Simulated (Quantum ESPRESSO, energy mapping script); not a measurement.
# MnS: energy mapping under PBE+U (4 eV), QE, GBRV (isotropic strain to volume × 1.03)

How strongly do the moments of MnS couple under PBE+U (4 eV), QE, GBRV? The plan is to run several orders and fit a Heisenberg model.

Calculated with Quantum ESPRESSO 7.5; PBE with U = 4 eV on Mn d, ortho-atomic projectors; plane waves, U on orthogonalised atomic orbitals unless named otherwise, collinear spin, no spin–orbit coupling.

Most raw output is cut from this account.

The database entry behind the starting cell differs from later determinations by our own check (an axis about 0.2 % short against later determinations), so it need not match the best structure at ambient conditions.

## 1. The starting structure

The structure is cubic, space group Fm-3m (No. 225). The conventional cell has a = 5.261 Å, b = 5.261 Å, c = 5.261 Å, α = 90.00°, β = 90.00°, γ = 90.00°. Nearest to Mn lie 6 S at 2.63 Å. Nearest to S lie 6 Mn at 2.63 Å. Farther neighbours and most contacts between anions are not listed.

Structure file:

```cif
data_structure
_symmetry_space_group_name_H-M 'Fm-3m'
_symmetry_Int_Tables_number 225
_cell_length_a 5.2606
_cell_length_b 5.2606
_cell_length_c 5.2606
_cell_angle_alpha 90.000
_cell_angle_beta 90.000
_cell_angle_gamma 90.000
_cell_volume 145.58
loop_
_atom_site_label
_atom_site_type_symbol
_atom_site_symmetry_multiplicity
_atom_site_Wyckoff_symbol
_atom_site_fract_x
_atom_site_fract_y
_atom_site_fract_z
_atom_site_occupancy
Mn1 Mn 4 a 0.00000 0.00000 0.00000 1
S1 S 4 b 0.50000 0.00000 0.00000 1
```

This cell differs from the given one by: isotropic strain to volume × 1.03. Atoms follow the cell and are not relaxed.

The U corrects the self-interaction that lets semilocal functionals spread d and f electrons too far. Its value here is typed, not computed. These runs use Quantum ESPRESSO.

## 2. Parallel start in cell A (4 atoms)

Each cell gets its own parallel run on the same mesh, so that most of the mesh error cancels in the differences.

The potential files are GBRV's for PBE; pw.x takes the functional from them.

Input file pw.in:

```
&control
  calculation = 'scf'
  prefix = 'pw'
  outdir = './tmp/'
  pseudo_dir = './pseudo/'
  verbosity = 'low'
/
&system
  ibrav = 0
  nat = 4
  ntyp = 2
  ecutwfc = 45
  ecutrho = 360
  nbnd = 38
  occupations = 'smearing'
  smearing = 'fd'
  degauss = 0.00367493
  nspin = 2
  starting_magnetization(1) = 0.3000
/
&electrons
  conv_thr = 1.0e-08
  electron_maxstep = 120
  mixing_beta = 0.3
  mixing_mode = 'plain'
/
ATOMIC_SPECIES
  Mn 54.9380 Mn.upf
  S 32.0600 S.upf
CELL_PARAMETERS angstrom
  0.00000000 -2.63028881 -2.63028881
  -2.63028881 0.00000000 -2.63028881
  2.63028881 2.63028881 -5.26057761
ATOMIC_POSITIONS crystal
  Mn 0.50000000 0.50000000 0.50000000
  Mn 0.00000000 0.00000000 0.00000000
  S 0.75000000 0.75000000 0.75000000
  S 0.25000000 0.25000000 0.25000000
K_POINTS automatic
  7 7 7 0 0 0
HUBBARD {ortho-atomic}
U Mn-3d 4
```

Command:

```sh
$ OMP_NUM_THREADS=1 mpirun -n 8 pw.x -nk 8 -in pw.in > pw.out
```

Elapsed: 20 s, on 8 MPI ranks of Arm Neoverse V2, shared host; peak memory 1.1 GiB.

Spin moment in the sphere by atom:

| atom | spin moment in the sphere (μB) |
| --- | --- |
| Mn1 | 4.53 |
| Mn2 | 4.53 |
| S3 | 0.11 |
| S4 | 0.11 |

The run ends ferromagnetic.

## 3. Order 2: compensated +−, cell A of 4 atoms

This order reverses 6 of the 12 neighbours at 3.72 Å, 6 of the 6 neighbours at 5.26 Å and 12 of the 24 neighbours at 6.44 Å, counted for an average magnetic atom.

pw.in, as its differences from that of step 2:

```diff
@@ -10,6 +10,6 @@
   nat = 4
-  ntyp = 2
+  ntyp = 3
   ecutwfc = 45
   ecutrho = 360
-  nbnd = 38
+  nbnd = 33
   occupations = 'smearing'
@@ -19,2 +19,3 @@
   starting_magnetization(1) = 0.3000
+  starting_magnetization(2) = -0.3000
 /
@@ -27,3 +28,4 @@
 ATOMIC_SPECIES
-  Mn 54.9380 Mn.upf
+  Mn1 54.9380 Mn.upf
+  Mn2 54.9380 Mn.upf
   S 32.0600 S.upf
@@ -34,4 +36,4 @@
 ATOMIC_POSITIONS crystal
-  Mn 0.50000000 0.50000000 0.50000000
-  Mn 0.00000000 0.00000000 0.00000000
+  Mn1 0.50000000 0.50000000 0.50000000
+  Mn2 0.00000000 0.00000000 0.00000000
   S 0.75000000 0.75000000 0.75000000
@@ -41,2 +43,3 @@
 HUBBARD {ortho-atomic}
-U Mn-3d 4
+U Mn1-3d 4
+U Mn2-3d 4
```

Run time: 22 s. Hardware: 8 MPI ranks; peak memory 1.1 GiB.

Spin moment in the sphere by atom:

| atom | spin moment in the sphere (μB) |
| --- | --- |
| Mn1 | 4.46 |
| Mn2 | -4.46 |
| S3 | 0.00 |
| S4 | 0.00 |

The run ends antiferromagnetic, 46.53 meV a magnetic atom below the parallel order of its cell.

## 4. Parallel start in cell B (4 atoms)

The parallel order again, as the reference for this cell.

This run holds the same structure in another cell (c 6.443 → 5.261 Å, α 73.2 → 90.0°, β 73.2 → 90.0°, γ 60.0 → 90.0°).

Input file pw.in:

```
&control
  calculation = 'scf'
  prefix = 'pw'
  outdir = './tmp/'
  pseudo_dir = './pseudo/'
  verbosity = 'low'
/
&system
  ibrav = 0
  nat = 4
  ntyp = 2
  ecutwfc = 45
  ecutrho = 360
  nbnd = 38
  occupations = 'smearing'
  smearing = 'fd'
  degauss = 0.00367493
  nspin = 2
  starting_magnetization(1) = 0.3000
/
&electrons
  conv_thr = 1.0e-08
  electron_maxstep = 120
  mixing_beta = 0.3
  mixing_mode = 'plain'
/
ATOMIC_SPECIES
  Mn 54.9380 Mn.upf
  S 32.0600 S.upf
CELL_PARAMETERS angstrom
  0.00000000 -2.63028881 -2.63028881
  0.00000000 2.63028881 -2.63028881
  5.26057761 0.00000000 0.00000000
ATOMIC_POSITIONS crystal
  Mn 0.50000000 0.50000000 0.50000000
  Mn 0.00000000 0.00000000 0.00000000
  S 0.50000000 0.50000000 0.00000000
  S 0.00000000 0.00000000 0.50000000
K_POINTS automatic
  6 6 4 0 0 0
HUBBARD {ortho-atomic}
U Mn-3d 4
```

Elapsed: 13 s, on 8 MPI ranks; peak memory 0.96 GiB; 1.7 min of CPU time.

The run ends ferromagnetic. For each magnetic atom its energy differs from the parallel run of the first cell by 0.77 meV, an error that one common reference would have brought in.

## 5. Order 4: compensated +−, cell B of 4 atoms

This order reverses 8 of the 12 neighbours at 3.72 Å, 0 of the 6 neighbours at 5.26 Å and 16 of the 24 neighbours at 6.44 Å, counted for an average magnetic atom.

pw.in, as its differences from that of step 4:

```diff
@@ -10,6 +10,6 @@
   nat = 4
-  ntyp = 2
+  ntyp = 3
   ecutwfc = 45
   ecutrho = 360
-  nbnd = 38
+  nbnd = 33
   occupations = 'smearing'
@@ -19,2 +19,3 @@
   starting_magnetization(1) = 0.3000
+  starting_magnetization(2) = -0.3000
 /
@@ -27,3 +28,4 @@
 ATOMIC_SPECIES
-  Mn 54.9380 Mn.upf
+  Mn1 54.9380 Mn.upf
+  Mn2 54.9380 Mn.upf
   S 32.0600 S.upf
@@ -34,4 +36,4 @@
 ATOMIC_POSITIONS crystal
-  Mn 0.50000000 0.50000000 0.50000000
-  Mn 0.00000000 0.00000000 0.00000000
+  Mn1 0.50000000 0.50000000 0.50000000
+  Mn2 0.00000000 0.00000000 0.00000000
   S 0.50000000 0.50000000 0.00000000
@@ -41,2 +43,3 @@
 HUBBARD {ortho-atomic}
-U Mn-3d 4
+U Mn1-3d 4
+U Mn2-3d 4
```

Wall time 14 s (8 MPI ranks); peak memory 0.99 GiB; 1.9 min of CPU time.

The run ends antiferromagnetic, 17.48 meV a magnetic atom below the parallel order of its cell.

## 6. Order 5: parallel, cell C of 6 atoms

Input file pw.in:

```
&control
  calculation = 'scf'
  prefix = 'pw'
  outdir = './tmp/'
  pseudo_dir = './pseudo/'
  verbosity = 'low'
/
&system
  ibrav = 0
  nat = 6
  ntyp = 2
  ecutwfc = 45
  ecutrho = 360
  nbnd = 54
  occupations = 'smearing'
  smearing = 'fd'
  degauss = 0.00367493
  nspin = 2
  starting_magnetization(1) = 0.3000
/
&electrons
  conv_thr = 1.5e-08
  electron_maxstep = 120
  mixing_beta = 0.3
  mixing_mode = 'plain'
/
ATOMIC_SPECIES
  Mn 54.9380 Mn.upf
  S 32.0600 S.upf
CELL_PARAMETERS angstrom
  0.00000000 2.63028881 2.63028881
  -2.63028881 0.00000000 -2.63028881
  -5.26057761 -5.26057761 5.26057761
ATOMIC_POSITIONS crystal
  Mn 0.00000000 0.00000000 0.00000000
  Mn 0.33333333 0.66666667 0.66666667
  Mn 0.66666667 0.33333333 0.33333333
  S 0.66666667 0.33333333 0.83333333
  S 0.00000000 0.00000000 0.50000000
  S 0.33333333 0.66666667 0.16666667
K_POINTS automatic
  7 7 3 0 0 0
HUBBARD {ortho-atomic}
U Mn-3d 4
```

It took 24 s on 8 MPI ranks; peak memory 1.3 GiB.

The run ends ferromagnetic. For each magnetic atom its energy differs from the parallel run of the first cell by 0.00 meV, an error that one common reference would have brought in.

## 7. Order 6: uncompensated ++−, cell C of 6 atoms

This order reverses 4 of the 12 neighbours at 3.72 Å, 4 of the 6 neighbours at 5.26 Å and 12 of the 24 neighbours at 6.44 Å, counted for an average magnetic atom.

pw.in, as its differences from that of step 6:

```diff
@@ -10,6 +10,6 @@
   nat = 6
-  ntyp = 2
+  ntyp = 3
   ecutwfc = 45
   ecutrho = 360
-  nbnd = 54
+  nbnd = 49
   occupations = 'smearing'
@@ -19,2 +19,3 @@
   starting_magnetization(1) = 0.3000
+  starting_magnetization(2) = -0.3000
 /
@@ -27,3 +28,4 @@
 ATOMIC_SPECIES
-  Mn 54.9380 Mn.upf
+  Mn1 54.9380 Mn.upf
+  Mn2 54.9380 Mn.upf
   S 32.0600 S.upf
@@ -34,5 +36,5 @@
 ATOMIC_POSITIONS crystal
-  Mn 0.00000000 0.00000000 0.00000000
-  Mn 0.33333333 0.66666667 0.66666667
-  Mn 0.66666667 0.33333333 0.33333333
+  Mn1 0.00000000 0.00000000 0.00000000
+  Mn1 0.33333333 0.66666667 0.66666667
+  Mn2 0.66666667 0.33333333 0.33333333
   S 0.66666667 0.33333333 0.83333333
@@ -43,2 +45,3 @@
 HUBBARD {ortho-atomic}
-U Mn-3d 4
+U Mn1-3d 4
+U Mn2-3d 4
```

Elapsed: 25 s, on 8 MPI ranks; peak memory 1.3 GiB; 3.3 min of CPU time.

The run ends ferrimagnetic, 36.50 meV a magnetic atom below the parallel order of its cell.

## 8. Order 7: parallel, cell D of 6 atoms

A new cell needs its own zero of energy.

This run holds the same structure in another cell (b 3.720 → 5.261 Å, c 9.112 → 6.443 Å, α 90.0 → 114.1°, β 90.0 → 106.8°, γ 120.0 → 90.0°).

Input file pw.in:

```
&control
  calculation = 'scf'
  prefix = 'pw'
  outdir = './tmp/'
  pseudo_dir = './pseudo/'
  verbosity = 'low'
/
&system
  ibrav = 0
  nat = 6
  ntyp = 2
  ecutwfc = 45
  ecutrho = 360
  nbnd = 54
  occupations = 'smearing'
  smearing = 'fd'
  degauss = 0.00367493
  nspin = 2
  starting_magnetization(1) = 0.3000
/
&electrons
  conv_thr = 1.5e-08
  electron_maxstep = 120
  mixing_beta = 0.3
  mixing_mode = 'plain'
/
ATOMIC_SPECIES
  Mn 54.9380 Mn.upf
  S 32.0600 S.upf
CELL_PARAMETERS angstrom
  0.00000000 -2.63028881 -2.63028881
  -5.26057761 0.00000000 0.00000000
  2.63028881 5.26057761 -2.63028881
ATOMIC_POSITIONS crystal
  Mn 0.66666667 0.66666667 0.33333333
  Mn 0.33333333 0.33333333 0.66666667
  Mn 0.00000000 0.00000000 0.00000000
  S 0.66666667 0.16666667 0.33333333
  S 0.33333333 0.83333333 0.66666667
  S 0.00000000 0.50000000 0.00000000
K_POINTS automatic
  6 6 6 0 0 0
HUBBARD {ortho-atomic}
U Mn-3d 4
```

Run time: 49 s. Hardware: 8 MPI ranks; peak memory 1.5 GiB; 6.5 min of CPU time.

The run ends ferromagnetic. For each magnetic atom its energy differs from the parallel run of the first cell by 0.04 meV, an error that one common reference would have brought in.

## 9. Run 8 (uncompensated ++−; cell D, 6 atoms)

This order reverses 6.67 of the 12 neighbours at 3.72 Å, 2.67 of the 6 neighbours at 5.26 Å and 8 of the 24 neighbours at 6.44 Å, counted for an average magnetic atom.

pw.in, as its differences from that of step 8:

```diff
@@ -10,6 +10,6 @@
   nat = 6
-  ntyp = 2
+  ntyp = 3
   ecutwfc = 45
   ecutrho = 360
-  nbnd = 54
+  nbnd = 49
   occupations = 'smearing'
@@ -19,2 +19,3 @@
   starting_magnetization(1) = 0.3000
+  starting_magnetization(2) = -0.3000
 /
@@ -27,3 +28,4 @@
 ATOMIC_SPECIES
-  Mn 54.9380 Mn.upf
+  Mn1 54.9380 Mn.upf
+  Mn2 54.9380 Mn.upf
   S 32.0600 S.upf
@@ -34,5 +36,5 @@
 ATOMIC_POSITIONS crystal
-  Mn 0.66666667 0.66666667 0.33333333
-  Mn 0.33333333 0.33333333 0.66666667
-  Mn 0.00000000 0.00000000 0.00000000
+  Mn1 0.66666667 0.66666667 0.33333333
+  Mn1 0.33333333 0.33333333 0.66666667
+  Mn2 0.00000000 0.00000000 0.00000000
   S 0.66666667 0.16666667 0.33333333
@@ -43,2 +45,3 @@
 HUBBARD {ortho-atomic}
-U Mn-3d 4
+U Mn1-3d 4
+U Mn2-3d 4
```

Run time: 53 s. Hardware: 8 MPI ranks; peak memory 1.5 GiB; 7.1 min of CPU time.

The run ends ferrimagnetic, 32.77 meV a magnetic atom below the parallel order of its cell.

## 10. Run 9 (parallel; cell E, 6 atoms)

This run holds the same structure in another cell (b 5.261 → 3.720 Å, c 6.443 → 8.318 Å, α 114.1 → 102.9°, β 106.8 → 102.9°).

Input file pw.in:

```
&control
  calculation = 'scf'
  prefix = 'pw'
  outdir = './tmp/'
  pseudo_dir = './pseudo/'
  verbosity = 'low'
/
&system
  ibrav = 0
  nat = 6
  ntyp = 2
  ecutwfc = 45
  ecutrho = 360
  nbnd = 54
  occupations = 'smearing'
  smearing = 'fd'
  degauss = 0.00367493
  nspin = 2
  starting_magnetization(1) = 0.3000
/
&electrons
  conv_thr = 1.5e-08
  electron_maxstep = 120
  mixing_beta = 0.3
  mixing_mode = 'plain'
/
ATOMIC_SPECIES
  Mn 54.9380 Mn.upf
  S 32.0600 S.upf
CELL_PARAMETERS angstrom
  0.00000000 2.63028881 2.63028881
  0.00000000 2.63028881 -2.63028881
  -7.89086642 -2.63028881 0.00000000
ATOMIC_POSITIONS crystal
  Mn 0.00000000 0.00000000 0.00000000
  Mn 0.33333333 0.33333333 0.66666667
  Mn 0.66666667 0.66666667 0.33333333
  S 0.83333333 0.83333333 0.66666667
  S 0.16666667 0.16666667 0.33333333
  S 0.50000000 0.50000000 0.00000000
K_POINTS automatic
  6 6 6 0 0 0
HUBBARD {ortho-atomic}
U Mn-3d 4
```

Wall time 31 s (8 MPI ranks); peak memory 1.4 GiB; 4.1 min of CPU time.

The run ends ferromagnetic. For each magnetic atom its energy differs from the parallel run of the first cell by 0.64 meV, an error that one common reference would have brought in.

## 11. Order 10: uncompensated ++−, cell E of 6 atoms

This order reverses 5.33 of the 12 neighbours at 3.72 Å, 1.33 of the 6 neighbours at 5.26 Å and 16 of the 24 neighbours at 6.44 Å, counted for an average magnetic atom.

pw.in, as its differences from that of step 10:

```diff
@@ -10,6 +10,6 @@
   nat = 6
-  ntyp = 2
+  ntyp = 3
   ecutwfc = 45
   ecutrho = 360
-  nbnd = 54
+  nbnd = 49
   occupations = 'smearing'
@@ -19,2 +19,3 @@
   starting_magnetization(1) = 0.3000
+  starting_magnetization(2) = -0.3000
 /
@@ -27,3 +28,4 @@
 ATOMIC_SPECIES
-  Mn 54.9380 Mn.upf
+  Mn1 54.9380 Mn.upf
+  Mn2 54.9380 Mn.upf
   S 32.0600 S.upf
@@ -34,5 +36,5 @@
 ATOMIC_POSITIONS crystal
-  Mn 0.00000000 0.00000000 0.00000000
-  Mn 0.33333333 0.33333333 0.66666667
-  Mn 0.66666667 0.66666667 0.33333333
+  Mn1 0.00000000 0.00000000 0.00000000
+  Mn1 0.33333333 0.33333333 0.66666667
+  Mn2 0.66666667 0.66666667 0.33333333
   S 0.83333333 0.83333333 0.66666667
@@ -43,2 +45,3 @@
 HUBBARD {ortho-atomic}
-U Mn-3d 4
+U Mn1-3d 4
+U Mn2-3d 4
```

Elapsed: 42 s, on 8 MPI ranks; peak memory 1.4 GiB; 5.6 min of CPU time.

The run ends ferrimagnetic, 23.22 meV a magnetic atom below the parallel order of its cell.

## 12. Mapping onto a Heisenberg model

Each energy difference is a sum of couplings weighted by the pairs that the order reverses. A few near shells are fitted to the differences by least squares. Energies are those extrapolated to zero occupation width, not the free energies F.

The orders side by side; each is measured from the parallel order in the same cell and on the same mesh:

```
                      order  atoms  energy (meV a magnetic atom)  moments (μB)  moments kept as typed  opposed neighbours at 3.72, 5.26, 6.44 Å
         parallel in cell A      4                          0.00          4.53                    yes                                   0, 0, 0
   compensated +− in cell A      4                        -46.53          4.46                    yes                                  6, 6, 12
         parallel in cell B      4                          0.00          4.53                    yes                                   0, 0, 0
   compensated +− in cell B      4                        -17.48          4.51                    yes                                  8, 0, 16
         parallel in cell C      6                          0.00          4.53                    yes                                   0, 0, 0
uncompensated ++− in cell C      6                        -36.50  4.45 to 4.49                    yes                                  4, 4, 12
         parallel in cell D      6                          0.00          4.53                    yes                                   0, 0, 0
uncompensated ++− in cell D      6                        -32.77  4.46 to 4.50                    yes                             6.67, 2.67, 8
         parallel in cell E      6                          0.00          4.53                    yes                                   0, 0, 0
uncompensated ++− in cell E      6                        -23.22  4.49 to 4.51                    yes                            5.33, 1.33, 16
```

Couplings from the energies, with E = −Σ J e·e over ordered pairs:

| pair | distance (Å) | neighbours | J (meV) |
| --- | --- | --- | --- |
| Mn–Mn | 3.72 | 12 | -0.804 |
| Mn–Mn | 5.26 | 6 | -2.86 |
| Mn–Mn | 6.44 | 24 | -0.130 |
| Mn–Mn | 7.44 | 12 | -0.352 |

Adding the shell at 8.32 Å gives -0.68, -2.8, -0.11, -0.38 and -0.099 meV and a mean-field temperature of 94.2 K, an exact solve that tests nothing.

In mean field these couplings order at 100 K, at q = (0.50, 0.50, 0.50) in fractions of the conventional cell's reciprocal vectors, and give a Curie–Weiss temperature of -264 K.

## 13. Finite temperature

Mean field ignores fluctuations and overstates the ordering temperature, so the model is also sampled. The heat capacity peaks where order sets in.

Classical unit spins with these couplings on 8×8×4 copies of a cell that holds the lowest order (512 spins), heat-bath sweeps, cooled from random directions, 831 sweeps to settle and 2493 measured at each temperature, averaged over 8 runs.

```csv
T (K),order along the lowest pattern,net moment,heat capacity (k_B a spin)
12.0,0.41,0.01,1.03
20.6,0.43,0.01,1.08
33.4,0.41,0.01,1.20
41.9,0.37,0.01,1.32
50.5,0.32,0.01,1.57
59.0,0.24,0.02,1.83
63.3,0.21,0.02,1.72
71.8,0.15,0.02,1.09
80.4,0.11,0.02,0.67
88.9,0.10,0.02,0.49
102,0.08,0.02,0.36
110,0.07,0.02,0.29
```

The smoothed heat capacity peaks at 58.1 K. The order column follows one pattern alone; equivalent domains or another pattern share the rest.

## 14. Beside the first set of runs

The first set of orders, under PBE+U (4 eV), QE, GBRV, isotropic strain to volume × 1, took 38 min of CPU time summed over its finished orders (seed run apart), these 39 min.

| quantity | this set | first set |
| --- | --- | --- |
| J at 3.72 Å (3.68 Å in the first set), meV | -0.804 | -1.01 |
| J at 5.26 Å (5.21 Å in the first set), meV | -2.86 | -3.49 |
| J at 6.44 Å (6.38 Å in the first set), meV | -0.130 | -0.151 |
| J at 7.44 Å (7.37 Å in the first set), meV | -0.352 | -0.400 |
| ordering temperature, mean field, K | 100 | 125 |
| heat-capacity peak, Monte Carlo, K | 58.1 | 74 |

The coupling that led in the first set goes from -3.49 to -2.86 meV.

## 15. Outcome

| Property | Result |
| --- | --- |
| lowest order tried | compensated +− in cell A |
| largest fitted value, Mn–Mn at 5.26 Å | -2.86 meV |
| ordering temperature, mean field | 100 K |
| heat-capacity peak, Monte Carlo | 58.1 K |

What this shows: Of the orders tried, MnS (isotropic strain to volume × 1.03) prefers the order “compensated +− in cell A” under PBE+U (4 eV), QE, GBRV, with 6 of 12 neighbours at 3.72 Å, 6 of 6 neighbours at 5.26 Å and 12 of 24 neighbours at 6.44 Å opposed, and the heat capacity of the fitted model peaks near 58 K (Monte Carlo, classical spins). The largest fitted coupling is the Mn–Mn pair at 5.26 Å, antiferromagnetic at -2.9 meV, across a ligand at about 180°. The straight metal–ligand–metal path outweighs the right-angled one, the pattern expected of superexchange through one ligand p orbital, which these runs do not test. The orders also reverse pairs at 8.32 Å, which are not fitted, so the fitted values hold their part too. With 5 differences for 4 couplings the fit misses by 1.2 meV at most, a small part of the spread. In the fitted orders moments change by up to 1.8 % against the parallel run of the same cell, so their size stays put. Monte Carlo puts the peak at 0.58 of the mean-field temperature, since mean field leaves out fluctuations. In tests on simple cubic and body-centred models such peaks lay 5 to 6 % under the bulk value. On cooling, the order along the one computed pattern stays at or under 0.45: the model settles in an equivalent domain, a degenerate mixture or another order. The Curie–Weiss temperature is 4.6 times the peak temperature in size, a mark of frustration. The parallel order holds 5 μB a magnetic atom, spin 2.5; the common factor (S+1)/S would raise the classical 58.1 K to 81.3 K, a correction that often overshoots.

[Logs and program files are shortened in this print: banners, set-up blocks, solver, clock and traceback lines can be left out without a mark of their own.]

[Logs are printed without paths, hosts, clocks, repeated set-up lines and the standing remarks that a program may print on its own settings, such as how far it seeks lower states.]

[Hosts, paths, dates, database ids (printed as entryN), source tags and the programs' standing remarks are cut or masked in the printed files.]

[Where a cell is said to come from a database of computed structures, the database is the Materials Project.]
